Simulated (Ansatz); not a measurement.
## Which settings matter for the resistivity of CoSn (P6/mmm): resistivity: Fermi–Dirac smearing of 0.04 eV

Ansatz 0.2.0; DFT PBE, scalar-relativistic, plane waves, PAW; PAW set soft_1.

The smearing of the ground state and the response alone departs from the middle rung (q 3×3×2, k 6×6×6, scattering 8×8×8, Methfessel–Paxton 0.2 eV or Gaussian 0.15 eV for a magnet, default cutoff); it decides how sharply the Fermi surface screens the phonons.

input.yaml

```yaml
crystal:
  lattice:
    - [5.2961349117, 0.0, 0.0]
    - [-2.6480674558, 4.5865873754, 0.0]
    - [0.0, 0.0, 4.2312606043]
  atoms:
    - { symbol: Co, position: [0.0, 0.5, 0.0] }
    - { symbol: Co, position: [0.5, 0.5, 0.0] }
    - { symbol: Co, position: [0.5, 0.0, 0.0] }
    - { symbol: Sn, position: [0.6666666667, 0.3333333333, 0.5] }
    - { symbol: Sn, position: [0.3333333333, 0.6666666667, 0.5] }
    - { symbol: Sn, position: [0.0, 0.0, 0.0] }
kpoints:
  mp_grid: { grid: [6, 6, 6] }
hamiltonian:
  xc: pbe
  pseudopotentials: { kind: paw, azcp: { folder: soft_1 } }
scf:
  occupations: { method: fermi_dirac, width: 0.04 }
output:
  eigenvalues: true
phonons:
  method: dfpt
  qmesh: [3, 3, 2]
  temperatures: { t_max: 1000, t_step: 50 }
  qpath:
    path:
      - [[0.0, 0.0, 0.0], [0.5, 0.0, 0.0], [0.33333333, 0.33333333, 0.0], [0.0, 0.0, 0.0], [0.0, 0.0, 0.5], [0.5, 0.0, 0.5], [0.33333333, 0.33333333, 0.5], [0.0, 0.0, 0.5]]
      - [[0.5, 0.0, 0.5], [0.5, 0.0, 0.0]]
      - [[0.33333333, 0.33333333, 0.5], [0.33333333, 0.33333333, 0.0]]
    npoints: 10
  electrical_resistivity:
    mesh: [8, 8, 8]
    temperatures: [20.0, 50.0, 80.0, 100.0, 150.0, 200.0, 273.0, 300.0, 400.0, 500.0, 600.0, 800.0]
  superconductivity: { mesh: [8, 8, 8], eliashberg_equations: false }
```

The run is started by

```
> ansatz run input.yaml --threads 8 --pin off --max-ram 20480MiB --backend cpu --events-out ev --progress --plain --runs-dir out
```

Before running it: what should come out for the Debye temperature, resistivity at 300 K and resistivity against temperature?

Above the Debye range the phonon population grows as T, and so does the scattering: the resistivity is close to linear in T. With one main axis (hexagonal system), two principal values must be equal and the third, along that axis, is free. λ = 2∫α²F(ω)/ω dω weights soft modes most: the lower half of the spectrum holds 40 % of the area but 55 % of λ.

The Eliashberg function α²F has structure finer than the step of the table below, so its rows give means over 1 meV, whole bins alone (the curve runs from 0.137 to 35 meV). Peaks (meV: height): α²F 11.9: 0.174, 14.1: 0.134, 16.9: 0.115, 18.3: 0.0868, 22.1: 0.105, 23.2: 0.0888, 25.7: 0.0979; α²F tr 11.9: 0.168, 14.1: 0.204, 16.9: 0.140, 18.3: 0.069, 22.1: 0.0981, 22.9: 0.0892, 25.7: 0.124.

This step gave:

- zero point energy: 0.1727 eV/cell
- highest frequency, solved or plainly interpolated: 282.3 cm⁻¹
- Debye temperature (second moment): 307 K
- resistivity at 300 K: 37.17 μΩ cm, mean of the axes
- coupling constant λ: 0.1531
- log mean phonon energy ħω_log: 16.43 meV
- transport coupling constant λ_tr: 0.1698, 0.1698, 0.1581 (xx, yy, zz)
- Drude plasma energy: 1.849, 1.849, 6.28 eV (xx, yy, zz)
- resistivity times mean free path: 64.8, 64.8, 6.784 × 10⁻¹⁶ Ω m² (xx, yy, zz)
- second-moment phonon energy ħω₂: 18.66 meV

The Eliashberg function α²F by phonon energy; means over each step:

```csv
phonon energy (meV),α²F,α²F tr
2,8.3e-6,0
3,1.7e-4,5.1e-5
4,5.1e-4,2.4e-4
5,0.00111,6.7e-4
6,0.00222,0.00148
7,0.00435,0.00347
8,0.00755,0.00809
9,0.0185,0.0206
10,0.0305,0.0288
11,0.0386,0.0357
12,0.0946,0.0936
13,0.0725,0.0837
14,0.106,0.159
15,0.0483,0.0753
16,0.0553,0.0733
17,0.0837,0.0982
18,0.0628,0.0523
19,0.0618,0.0509
20,0.0457,0.0444
21,0.0548,0.0411
22,0.0918,0.0841
23,0.0717,0.0713
24,0.0211,0.0169
25,0.0390,0.0433
26,0.0784,0.0918
27,0.0522,0.0548
28,0.0449,0.0421
29,0.0342,0.0273
30,0.0219,0.0221
31,0.0424,0.0411
32,0.0268,0.0317
33,0.0215,0.0308
34,0.00899,0.0152
```

[Logs are printed without paths, hosts, clocks, repeated set-up lines and the standing remarks that a program may print on its own settings, such as how far it seeks lower states.]

[Hosts, paths, dates, database ids (printed as entryN), source tags and the programs' standing remarks are cut or masked in the printed files.]
